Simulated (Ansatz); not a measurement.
# Lattice dynamics of HfC (Fm-3m)

Aim: the vibrations of HfC (Fm-3m), their spectra, and whether the structure is stable.

Program: Ansatz 0.2.0. Level of theory: DFT PBEsol, scalar-relativistic, plane waves, PAW; PAW set soft_1. Results are calculated unless marked as measured.

The database entry behind the starting cell differs from later determinations by our own check (about 0.2 % long), so it need not match the best structure at ambient conditions.

### Step 1. The starting structure

The structure is cubic, space group Fm-3m (No. 225). The conventional cell has a = 4.650 Å, b = 4.650 Å, c = 4.650 Å, α = 90.00°, β = 90.00°, γ = 90.00°. Nearest to Hf lie 6 C at 2.33 Å. C has 6 Hf at 2.33 Å nearest. Farther neighbours are not listed.

Coordinates:

```cif
data_structure
_symmetry_space_group_name_H-M 'P 1'
_symmetry_Int_Tables_number 1
_cell_length_a 3.2880
_cell_length_b 3.2880
_cell_length_c 3.2880
_cell_angle_alpha 60.000
_cell_angle_beta 60.000
_cell_angle_gamma 60.000
_cell_volume 25.14
loop_
_atom_site_label
_atom_site_type_symbol
_atom_site_fract_x
_atom_site_fract_y
_atom_site_fract_z
_atom_site_occupancy
Hf1 Hf 0.50000 0.50000 0.50000 1
C2 C 0.00000 0.00000 0.00000 1
```

### Step 2. Relaxation

Harmonic phonons are second derivatives at a point where the forces vanish, and they are wanted at zero stress, so atoms and cell are relaxed first.

Input file input.yaml:

```yaml
crystal:
  lattice:
    - [0.0, 2.325, 2.325]
    - [2.325, 0.0, 2.325]
    - [2.325, 2.325, 0.0]
  atoms:
    - { symbol: Hf, position: [0.5, 0.5, 0.5] }
    - { symbol: C, position: [0.0, 0.0, 0.0] }
kpoints:
  mp_grid: { grid: [16, 16, 16] }
hamiltonian:
  xc: pbesol
  pseudopotentials: { kind: paw, azcp: { folder: soft_1 }, xc_functional: pbe }
scf:
  occupations: { method: gaussian, width: 0.1 }
output:
  forces: true
  stress: true
  eigenvalues: true
  write_density: true
  write_potential: true
  elf: true
  volumetric_format: npy
relax:
  adjacent_minimum: "off"
  f_tol: 0.005
  max_steps: 80
  cell: { stress_tol: 0.05 }
```

Run with:

```bash
> ansatz run input.yaml --threads 4 --pin off --max-ram 10240MiB --backend cpu --events-out ev --progress --plain --runs-dir out
```

Numbers of over 12 decimals in the logs are rounded to 6 here.

The log of the run:

```text
Engine: ansatz 0.2.0, aarch64-unknown-linux-gnu
Pseudopotentials: kind: paw
Pseudopotential: Hf, paw, valence charge 26, recommended cutoff 420 eV (normal), soft_1/Hf.paw.azcp
Pseudopotential: C, paw, valence charge 4, recommended cutoff 420 eV (normal), soft_1/C.paw.azcp
Functional definition: PBEsol
  exchange = pbesol_x
  correlation = pbesol_c
Crystal: 2 atoms, lattice volume = 25.136 Å³
Basis set: ecut = 420 eV, 531 PW (Γ), exchange–correlation on 48×48×48 points (8 copies of the dense FFT grid, shifted against one another)
Bands: 19, of which v1, the nominal top of the filled ones, is band 15 counted from 1 (14 counted from 0)
Symmetry: 48 space group operations
Space group: Fm-3m (ITA 225), of the structure as read, at distance tolerance 2.9e-5 Å
k-points: 145 of 4096
Non-local potential: Hf, projectors of the file, l = 0: 3, l = 1: 2, l = 2: 2, l = 3: 3
Non-local potential: C, projectors of the file, l = 0: 2, l = 1: 2, l = 2: 1
PAW form: soft (Blöchl's): semilocal exchange-correlation on the pseudo side does not see the compensation charge
PAW frozen core: Hf, regenerated for the run's functional, and the local potential with it (the file was generated under x = pbe(κ = 0.804, μ = 0.219515), c = pbe(β = 0.066725))
PAW frozen core: C, regenerated for the run's functional, and the local potential with it (the file was generated under x = pbe(κ = 0.804, μ = 0.219515), c = pbe(β = 0.066725))
PAW one-centre angular grid: Hf, 590 points (default); XC on 64 Gauss nodes
PAW one-centre angular grid: C, 110 points (default); XC on 64 Gauss nodes
Initial density: superposition of atomic densities (chi_scale 0.1, normalization cell, long waves kept (reshape's long-wave potential 0.00 eV rms))
Initial wavefunctions: pseudopotential atomic-orbital guess
Functional: x = pbesol(κ = 0.804, μ = 0.123457), c = pbesol(β = 0.046)
SCF iter   1: F=—  HF=-15848.031325 eV  |F-HF|=—  |Δ(HF+E_count)|=         —  Δρ=8.43e-2  dr2=2.46e0  ethr=3.10e-3  ⟨swp⟩=5.2  Hψ=12359  notcnv=0
preconditioner: auto → Kerker (q_TF=auto, 2.810 Å⁻¹)  [metal: Δε(μ)=0.066 eV  Ē_g=17.592 eV  σ=0.100 eV  W_gap=0.35  n_scr=14 (ndim 8)  ℏωp=39.2 eV  f_vac=0.000  D(μ)=0.23/eV (n_scr^D=0)]
SCF iter   2: F=—  HF=-15847.529039 eV  |F-HF|=—  |Δ(HF+E_count)|=   5.02e-1  Δρ=3.28e-2  dr2=2.66e-1  ethr=3.10e-3  ⟨swp⟩=2.5  Hψ=5121  notcnv=0  defer=4
SCF iter   3: F=—  HF=-15847.476295 eV  |F-HF|=—  |Δ(HF+E_count)|=   5.27e-2  Δρ=1.43e-2  dr2=3.23e-2  ethr=8.88e-4  ⟨swp⟩=2.4  Hψ=5871  notcnv=0  defer=3
SCF iter   4: F=—  HF=-15847.468125 eV  |F-HF|=—  |Δ(HF+E_count)|=   8.17e-3  Δρ=8.11e-3  dr2=7.89e-3  ethr=1.08e-4  ⟨swp⟩=2.1  Hψ=5637  notcnv=0  defer=2
SCF iter   5: F=—  HF=-15847.468196 eV  |F-HF|=—  |Δ(HF+E_count)|=   7.08e-5  Δρ=1.46e-3  dr2=2.75e-4  ethr=2.63e-5  ⟨swp⟩=2.3  Hψ=4592  notcnv=0  defer=1
SCF iter   6: F=—  HF=-15847.468159 eV  |F-HF|=—  |Δ(HF+E_count)|=   3.75e-5  Δρ=2.53e-4  dr2=1.59e-5  ethr=9.17e-7  ⟨swp⟩=3.1  Hψ=5021  notcnv=0  defer=1
SCF iter   7: F=—  HF=-15847.468167 eV  |F-HF|=—  |Δ(HF+E_count)|=   8.80e-6  Δρ=6.67e-5  dr2=8.13e-7  ethr=5.32e-8  ⟨swp⟩=2.3  Hψ=5106  notcnv=0  defer=1
SCF iter   8: F=-15847.468167 eV  HF=-15847.468167 eV  |F-HF|=7.42e-10  |Δ(HF+E_count)|=   2.72e-9  Δρ=1.41e-5  dr2=2.91e-8  ethr=3.33e-10  ⟨swp⟩=12.9  Hψ=26687  notcnv=0
SCF 1 converged in 8 iterations: F = -15847.468167 eV  dr2 = 2.91e-8
  Residual-converged pass: ⟨swp⟩=1.1  Hψ=3357  notcnv=0  max |occ|·‖R‖ = 7.1e-9 eV (tolerance 1.0e-8 eV)  dr2=2.91e-8  dr2_onsite=4.02e-9  max |Δocc| = 1.1e-10
  greatest PAW one-centre occupation: 0.998 electrons in one spin orbital (limit 2), on the Hf atom at site 0 (counted from 0), in its partial waves of l = 0
relax step   1: F+E_penalty+E_count = -15847.46816748 eV  Δ(F+E_penalty+E_count) = +0.000e0 eV  max|allowed force component| = 3.247e-29 eV/Å  Δτ_max = 0.0000 Å  P = -6.514 GPa  Ω = 25.136 Å³  (8 SCF iters, dr2 threshold 1.00e-7 eV, accepted)
Crystal: 2 atoms, lattice volume = 23.941 Å³
Basis set: ecut = 420 eV, 459 PW (Γ), exchange–correlation on 48×48×48 points (8 copies of the dense FFT grid, shifted against one another)
Initial density: handed on by an earlier stage of this run
Initial wavefunctions: those handed on with the density
iter 1 solved again at ethr=4.10e-5 eV; its pass at ethr=3.10e-3 eV (dr2=1.23e-2 eV) is discarded
SCF iter   1: F=—  HF=-15847.478327 eV  |F-HF|=—  |Δ(HF+E_count)|=         —  Δρ=6.63e-3  dr2=1.25e-2  ethr=4.10e-5  ⟨swp⟩=1.3  Hψ=16492  notcnv=0
preconditioner: auto → Kerker (q_TF=auto, 2.833 Å⁻¹)  [metal: Δε(μ)=0.014 eV  Ē_g=18.198 eV  σ=0.100 eV  W_gap=0.08  n_scr=14 (ndim 8)  ℏωp=40.2 eV  f_vac=0.000  D(μ)=0.45/eV (n_scr^D=0)]
SCF iter   2: F=—  HF=-15847.475566 eV  |F-HF|=—  |Δ(HF+E_count)|=   2.76e-3  Δρ=2.06e-3  dr2=1.15e-3  ethr=4.10e-5  ⟨swp⟩=2.0  Hψ=3468  notcnv=0
SCF iter   3: F=—  HF=-15847.475337 eV  |F-HF|=—  |Δ(HF+E_count)|=   2.29e-4  Δρ=7.33e-4  dr2=9.61e-5  ethr=3.83e-6  ⟨swp⟩=2.2  Hψ=4410  notcnv=0
SCF iter   4: F=—  HF=-15847.475281 eV  |F-HF|=—  |Δ(HF+E_count)|=   5.55e-5  Δρ=5.11e-4  dr2=6.51e-5  ethr=3.20e-7  ⟨swp⟩=2.2  Hψ=5091  notcnv=0
SCF iter   5: F=—  HF=-15847.475263 eV  |F-HF|=—  |Δ(HF+E_count)|=   1.81e-5  Δρ=9.59e-5  dr2=1.91e-6  ethr=2.17e-7  ⟨swp⟩=2.1  Hψ=4911  notcnv=0
SCF iter   6: F=—  HF=-15847.475264 eV  |F-HF|=—  |Δ(HF+E_count)|=   1.49e-6  Δρ=4.27e-5  dr2=4.08e-7  ethr=6.35e-9  ⟨swp⟩=2.3  Hψ=5175  notcnv=0
SCF iter   7: F=-15847.475264 eV  HF=-15847.475264 eV  |F-HF|=7.79e-8  |Δ(HF+E_count)|=   1.16e-8  Δρ=8.45e-6  dr2=9.44e-9  ethr=6.67e-10  ⟨swp⟩=12.9  Hψ=26781  notcnv=0
SCF 2 converged in 7 iterations: F = -15847.475264 eV  dr2 = 9.44e-9
  Residual-converged pass: ⟨swp⟩=1.0  Hψ=3341  notcnv=0  max |occ|·‖R‖ = 7.1e-9 eV (tolerance 1.0e-8 eV)  dr2=9.44e-9  dr2_onsite=1.13e-7  max |Δocc| = 1.0e-10
relax step   2: F+E_penalty+E_count = -15847.47526441 eV  Δ(F+E_penalty+E_count) = -7.097e-3 eV  max|allowed force component| = 3.234e-29 eV/Å  Δτ_max = 0.0000 Å  P = +5.459 GPa  Ω = 23.941 Å³  energy of the carried Pulay correction = +1.387e-3 eV  (7 SCF iters, dr2 threshold 2.00e-7 eV, accepted)
Crystal: 2 atoms, lattice volume = 24.472 Å³
iter 1 solved again at ethr=1.02e-5 eV; its pass at ethr=3.10e-3 eV (dr2=3.06e-3 eV) is discarded
SCF iter   1: F=—  HF=-15847.483835 eV  |F-HF|=—  |Δ(HF+E_count)|=         —  Δρ=3.06e-3  dr2=2.78e-3  ethr=1.02e-5  ⟨swp⟩=2.1  Hψ=15623  notcnv=0
preconditioner: auto → Kerker (q_TF=auto, 2.823 Å⁻¹)  [metal: Δε(μ)=0.006 eV  Ē_g=18.199 eV  σ=0.100 eV  W_gap=0.03  n_scr=14 (ndim 8)  ℏωp=39.7 eV  f_vac=0.000  D(μ)=0.46/eV (n_scr^D=0)]
SCF iter   2: F=—  HF=-15847.483223 eV  |F-HF|=—  |Δ(HF+E_count)|=   6.12e-4  Δρ=9.52e-4  dr2=2.52e-4  ethr=9.26e-6  ⟨swp⟩=2.0  Hψ=3488  notcnv=0
SCF iter   3: F=—  HF=-15847.483173 eV  |F-HF|=—  |Δ(HF+E_count)|=   5.09e-5  Δρ=3.11e-4  dr2=1.93e-5  ethr=8.39e-7  ⟨swp⟩=2.1  Hψ=4386  notcnv=0
SCF iter   4: F=—  HF=-15847.483169 eV  |F-HF|=—  |Δ(HF+E_count)|=   3.87e-6  Δρ=2.20e-4  dr2=1.28e-5  ethr=6.44e-8  ⟨swp⟩=2.2  Hψ=4747  notcnv=0
SCF iter   5: F=—  HF=-15847.483165 eV  |F-HF|=—  |Δ(HF+E_count)|=   3.61e-6  Δρ=4.70e-5  dr2=6.26e-7  ethr=4.27e-8  ⟨swp⟩=2.5  Hψ=4065  notcnv=0
SCF iter   6: F=—  HF=-15847.483165 eV  |F-HF|=—  |Δ(HF+E_count)|=   1.97e-7  Δρ=2.03e-5  dr2=9.04e-8  ethr=6.67e-10  ⟨swp⟩=12.3  Hψ=26902  notcnv=0
SCF iter   7: F=-15847.483165 eV  HF=-15847.483165 eV  |F-HF|=1.75e-10  |Δ(HF+E_count)|=   2.14e-8  Δρ=3.80e-6  dr2=2.68e-9  ethr=3.01e-10  ⟨swp⟩=9.7  Hψ=20117  notcnv=0
SCF 3 converged in 7 iterations: F = -15847.483165 eV  dr2 = 2.68e-9
relax step   3: F+E_penalty+E_count = -15847.48316526 eV  Δ(F+E_penalty+E_count) = -7.901e-3 eV  max|allowed force component| = 1.275e-28 eV/Å  Δτ_max = 0.0000 Å  P = -0.209 GPa  Ω = 24.472 Å³  energy of the carried Pulay correction = +7.630e-4 eV  (7 SCF iters, dr2 threshold 2.00e-7 eV, accepted)
[...]
relax step   4: F+E_penalty+E_count = -15847.48320269 eV  Δ(F+E_penalty+E_count) = -3.743e-5 eV  max|allowed force component| = 7.757e-29 eV/Å  Δτ_max = 0.0000 Å  P = -0.001 GPa  Ω = 24.451 Å³  energy of the carried Pulay correction = +7.869e-4 eV  (3 SCF iters, dr2 threshold 1.10e-7 eV, accepted)
Initial wavefunctions: pseudopotential atomic-orbital guess (no wavefunctions were taken with the density)
iter 1 solved again at ethr=1.15e-9 eV; its pass at ethr=3.10e-3 eV (dr2=3.44e-7 eV) is discarded
SCF iter   1: F=—  HF=-15847.482480 eV  |F-HF|=—  |Δ(HF+E_count)|=         —  Δρ=6.20e-5  dr2=1.27e-7  ethr=1.15e-9  ⟨swp⟩=6.0  Hψ=25928  notcnv=0
preconditioner: auto → Kerker (q_TF=auto, 2.823 Å⁻¹)  [metal: Δε(μ)=0.005 eV  Ē_g=18.179 eV  σ=0.100 eV  W_gap=0.03  n_scr=14 (ndim 8)  ℏωp=39.7 eV  f_vac=0.000  D(μ)=0.46/eV (n_scr^D=0)]
SCF iter   2: F=—  HF=-15847.482480 eV  |F-HF|=—  |Δ(HF+E_count)|=   5.34e-7  Δρ=4.04e-5  dr2=1.20e-7  ethr=4.24e-10  ⟨swp⟩=3.1  Hψ=5771  notcnv=0
SCF iter   3: F=—  HF=-15847.482480 eV  |F-HF|=—  |Δ(HF+E_count)|=   1.16e-8  Δρ=2.34e-5  dr2=2.89e-8  ethr=3.98e-10  ⟨swp⟩=2.7  Hψ=5410  notcnv=0
SCF iter   4: F=—  HF=-15847.482480 eV  |F-HF|=—  |Δ(HF+E_count)|=   2.34e-8  Δρ=3.93e-6  dr2=8.82e-10  ethr=9.62e-11  ⟨swp⟩=3.0  Hψ=4869  notcnv=0
SCF iter   5: F=—  HF=-15847.482480 eV  |F-HF|=—  |Δ(HF+E_count)|=  7.93e-10  Δρ=8.40e-7  dr2=8.39e-11  ethr=2.94e-12  ⟨swp⟩=2.3  Hψ=5055  notcnv=0
SCF iter   6: F=-15847.482480 eV  HF=-15847.482480 eV  |F-HF|=3.64e-12  |Δ(HF+E_count)|=  3.64e-12  Δρ=2.03e-7  dr2=7.80e-12  ethr=1.00e-12  ⟨swp⟩=8.5  Hψ=17685  notcnv=0
SCF 5 converged in 6 iterations: F = -15847.482480 eV  dr2 = 7.80e-12
relax step   5: F+E_penalty+E_count = -15847.48247986 eV  Δ(F+E_penalty+E_count) = +7.228e-4 eV  max|allowed force component| = 7.139e-29 eV/Å  Δτ_max = 0.0000 Å  P = -0.033 GPa  Ω = 24.451 Å³  stress off target by 3.32e-2 GPa  SCF on the basis re-selected at this cell (its energy is not comparable with the rows above)  (6 SCF iters)
basis re-selected at this cell: Δ(F+E_penalty+E_count) = +7.228e-4 eV, ΔP = -0.032 GPa vs the last step (what re-selecting the basis moved, of the pressure what is left beyond the Pulay correction that the steps carried, after the strain that the cell walked since its last selection, with what the two solves' SCF thresholds leave and, on support functions, any second-order correction that the steps lacked; it is no m [...]
SCF converged after 6 iterations
Free energy (F): -15847.482480 eV
Harris-Foulkes:  -15847.482480 eV  (|F-HF|=3.64e-12)
Internal energy: -15847.480192 eV  (E = F + TS)
E sigma→0 (E₀):  -15847.481336 eV
Entropy (-TS):   -0.002288 eV (-1.144 meV/atom)
Fermi energy:    18.982194 eV
--- Per-component energies (eV) ---
  E_band       = 80.578679
  E_kinetic    = 494.916611
  E_local      = -6154.399149  (includes V_loc(G=0)·N_el)
  E_nonlocal   = 91.324407
  E_hartree    = 3017.672927
  E_xc         = -312.445465
  E_vxc        = -314.013889  (∫ρ·V_xc dr)
  E_paw        = -7673.666050  (= ΣΔE_a)
  E_vpaw       = -72.595132  (= ΣTr[D̂ρ^β])
  E_aug_tail   = 0.000101  (compensation charges beyond the density's cutoff)
  E_ewald      = -5312.155731
  E_core_change = 1.272157  (= ΣΔE_core)
  E_smearing   = -0.002288  (= −TS)
  E_closure    = -0.000000  (closes the sum)
  Σ components = -15847.482480   (vs F -15847.482480, Δ=0.00e0)
--- Forces (eV/Å), atoms counted from 1 ---
  atom   1  Hf     0.00000000    -0.00000000     0.00000000
  atom   2  C     -0.00000000     0.00000000    -0.00000000
  max |Σ_I F_I| component: 1.26e-28 eV/Å
--- Stress (GPa, compression-positive) ---
       -0.033164      -0.000000      -0.000000
       -0.000000      -0.033164      -0.000000
       -0.000000      -0.000000      -0.033164
  P = ⅓ Tr σ = -0.0332 GPa (-0.332 kbar)
--- Band table (eV; the first three rows and the last of 145) ---
  k-point 0: bands = [... 11 lower, 8.1569, 20.0834, 20.0834, 20.0834, 20.3083, 20.3083, 20.3083, 22.4032]
  k-point 1: bands = [... 11 lower, 8.1571, 19.2616, 19.5176, 19.5176, 20.5561, 20.5561, 20.8847, 22.9310]
  k-point 2: bands = [... 11 lower, 8.1573, 18.1835, 18.6794, 18.6794, 20.8999, 20.8999, 21.3280, 24.0413]
  k-point 144: bands = [... 11 lower, 9.3768, 15.9280, 16.2235, 16.2235, 22.7140, 22.7140, 25.9073, 26.2492]
--- Relaxed structure (4 steps of the walk, 4 accepted, 1 SCFs on fresh bases) ---
  F+E_penalty+E_count = -15847.48247986 eV   max|allowed force component| = 7.139e-29 eV/Å   (the final SCF, on the basis selected at the relaxed cell)
  cell:  # Å, volume = 24.4509 Å³
    - [0, 2.303679, 2.303679]
    - [2.303679, 0, 2.303679]
    - [2.303679, 2.303679, 0]
  atoms:
    - { symbol: Hf, position: [0.500000, 0.500000, 0.500000] }
    - { symbol: C, position: [0, 0, 0] }
```

It took 6.1 s on 4 threads of Arm Neoverse V2, shared host; peak memory 0.41 GiB.

Step by step:

```
step  energy less that of the first step (eV)  largest force component (eV/Å)  pressure (GPa)  volume (Å³)
   1                                   0.0000                          0.0000           -6.51        25.14
   2                                  -0.0071                          0.0000            5.46        23.94
   3                                  -0.0150                          0.0000           -0.21        24.47
   4                                  -0.0150                          0.0000            0.00        24.45
  5*                                  -0.0143                          0.0000           -0.03        24.45
```

Relaxation steps marked * repeat the geometry before them on a plane-wave basis chosen anew for their cell, so energy and pressure can jump there.

Forces are held to the 48 operations that the run works with; a distortion that breaks them can't arise in this run.

```
conventional cell, symmetrised  before  after  change
                         a (Å)   4.650  4.607  -0.9 %
                         b (Å)   4.650  4.607  -0.9 %
                         c (Å)   4.650  4.607  -0.9 %
              volume (Å³/atom)   12.57  12.23  -2.7 %
```

Final coordinates:

```xyz
2
Lattice="0.0000 2.3037 2.3037 2.3037 0.0000 2.3037 2.3037 2.3037 0.0000" Properties=species:S:1:pos:R:3 pbc="T T T"
Hf    2.3037    2.3037    2.3037
C     0.0000    0.0000    0.0000
```

This step gave:

* pressure: -0.03316 GPa
* volume per atom: 12.23 Å³
* gap on the k-mesh: 0 eV

ELF in the ac plane of the conventional cell at fractional y = 0.000, with atoms of Hf and C within 0.2 Å of it. It is the smooth field of the valence electrons, not physical close to the nuclei.

Ten even steps from '_' (0.11) to '@' (0.85), each cell a mean:
```
::##%%----%%@@@@@@++..**%%==
%%%%%%--..++%%%%##::..++%%%%
****++::__..----::____--++**
::..__..::--------::..__....
**==..__++%%%%%%%%##::__::++
@@%%==..**%%##++%%%%--::##@@
@@@@**::**%%::__++%%----%%@@
@@@@++..**%%==::##%%----%%@@
%%##::..++%%%%%%%%%%--..++%%
--::____--++******++::__..--
----::..__....::..__..::----
%%%%##::__::++**==..__++%%%%
++%%%%--::##@@@@%%==..**%%##
__++%%----%%@@@@@@**::**%%::
```
Columns run along a (4.6 Å), rows up along c (4.6 Å), edges of the conventional cell, whose origin can differ from the input's. Atoms in or near the plane, at fractional coordinates: Hf at (0.50, 0.00), Hf at (0.00, 0.50), C at (0.00, 0.00), C at (0.50, 0.50).

Valence density in the ac plane of the conventional cell at fractional y = 0.000, with atoms of Hf and C within 0.2 Å of it. It is the smooth field of the valence electrons, not physical close to the nuclei.

Ten steps, logarithmic in the rise over the least value, from '0' (0 e/Å³) to '9' (50 e/Å³), each cell a mean:
```
22101589731122
21100256410012
10000012100001
10000001000001
32000111100013
76200122210147
97311222211269
97311222210158
64100122110025
21000011000001
10000011000000
11000133200011
22101477620012
22112699731122
```
Columns run along a (4.6 Å), rows up along c (4.6 Å), edges of the conventional cell, whose origin can differ from the input's. Atoms in or near the plane, at fractional coordinates: Hf at (0.50, 0.00), Hf at (0.00, 0.50), C at (0.00, 0.00), C at (0.50, 0.50).

Electrostatic potential energy in the ac plane of the conventional cell at fractional y = 0.000, with atoms of Hf and C within 0.2 Å of it. With pseudopotentials it is smooth inside the atoms' cores, unlike the true potential.

Ten even steps from '_' (-35 eV) to '@' (19 eV), each cell a mean:
```
__--%%@@**--++++====%%@@**__
++##@@@@%%++----==**@@@@@@**
@@@@@@@@@@%%****##%%@@@@@@@@
%%%%@@@@@@@@@@%%@@@@@@@@@@%%
==++##@@@@@@%%%%@@@@@@%%**==
==--++%%@@##--..++@@@@##====
**====%%@@++____..%%%%**--++
++====%%@@**____--%%@@**--++
--==**@@@@@@**++##@@@@%%++--
**##%%@@@@@@@@@@@@@@@@@@%%**
%%@@@@@@@@@@%%%%%%@@@@@@@@@@
%%@@@@@@%%**====++##@@@@@@%%
..++@@@@##======--++%%@@##--
__..%%%%**--++**====%%@@++__
```
Columns run along a (4.6 Å; values clipped at the 3rd and 97th percentile), rows up along c (4.6 Å), edges of the conventional cell, whose origin can differ from the input's. Atoms in or near the plane, at fractional coordinates: Hf at (0.50, 0.00), Hf at (0.00, 0.50), C at (0.00, 0.00), C at (0.50, 0.50).

In this step the volume went from 12.57 to 12.23 Å³/atom.

### Step 3. Tight relaxation

Phonons need a cell at rest on their own settings, so the relaxation is repeated with tight tolerances on forces and stress, using the mesh and the filling of the phonon run that follows.

input.yaml, the sections that differ from step 2:

```yaml
crystal:
  lattice:
    - [0.0, 2.303678528, 2.303678528]
    - [2.303678528, 0.0, 2.303678528]
    - [2.303678528, 2.303678528, 0.0]
  atoms:
    - { symbol: Hf, position: [0.5, 0.5, 0.5] }
    - { symbol: C, position: [0.0, 0.0, 0.0] }
scf:
  occupations: { method: methfessel_paxton, width: 0.2 }
output:
  forces: true
  stress: true
  eigenvalues: true
relax:
  adjacent_minimum: "off"
  f_tol: 0.001
  max_steps: 60
  cell: { stress_tol: 0.01 }
# kpoints, hamiltonian: as in step 2
```

The log of the run:

```text
[...]
Crystal: 2 atoms, lattice volume = 24.451 Å³
Basis set: ecut = 420 eV, 531 PW (Γ), exchange–correlation on 48×48×48 points (8 copies of the dense FFT grid, shifted against one another)
Bands: 19, of which v1, the nominal top of the filled ones, is band 15 counted from 1 (14 counted from 0)
Symmetry: 48 space group operations
[...]
k-points: 145 of 4096
[...]
k-point 144: bands = [... 11 lower, 9.3795, 15.9305, 16.2262, 16.2262, 22.7171, 22.7171, 25.9108, 26.2530]
--- Relaxed structure (3 steps of the walk, 3 accepted, 1 SCFs on fresh bases) ---
[...]
cell:  # Å, volume = 24.4478 Å³
    - [0, 2.303580, 2.303580]
    - [2.303580, 0, 2.303580]
    - [2.303580, 2.303580, 0]
  atoms:
    - { symbol: Hf, position: [0.5, 0.5, 0.5] }
    - { symbol: C, position: [0, 0, 0] }
[key lines of the parts left out:]
SCF converged after 6 iterations
Free energy (F): -15847.482024 eV
Fermi energy:    18.986593 eV
P = ⅓ Tr σ = -0.0003 GPa (-0.003 kbar)
```

Run time: 4 s. Hardware: 4 threads; peak memory 0.4 GiB; 15 s of CPU time.

Little changed from the start: no atom moved by 0.005 Å and no cell edge by 0.1 %.

Numbers from this step:

| Quantity | Value |
| --- | --- |
| pressure | -2.89e-4 GPa |
| volume per atom | 12.22 Å³ |

The forces vanish by symmetry and the pressure is 0.000 GPa, within the tolerances set. The cell now holds 12.22 Å³/atom.

[end of part 1 of 3]

[Logs are printed without paths, hosts, clocks, repeated set-up lines and the standing remarks that a program may print on its own settings, such as how far it seeks lower states.]

[Hosts, paths, dates, database ids (printed as entryN), source tags and the programs' standing remarks are cut or masked in the printed files.]
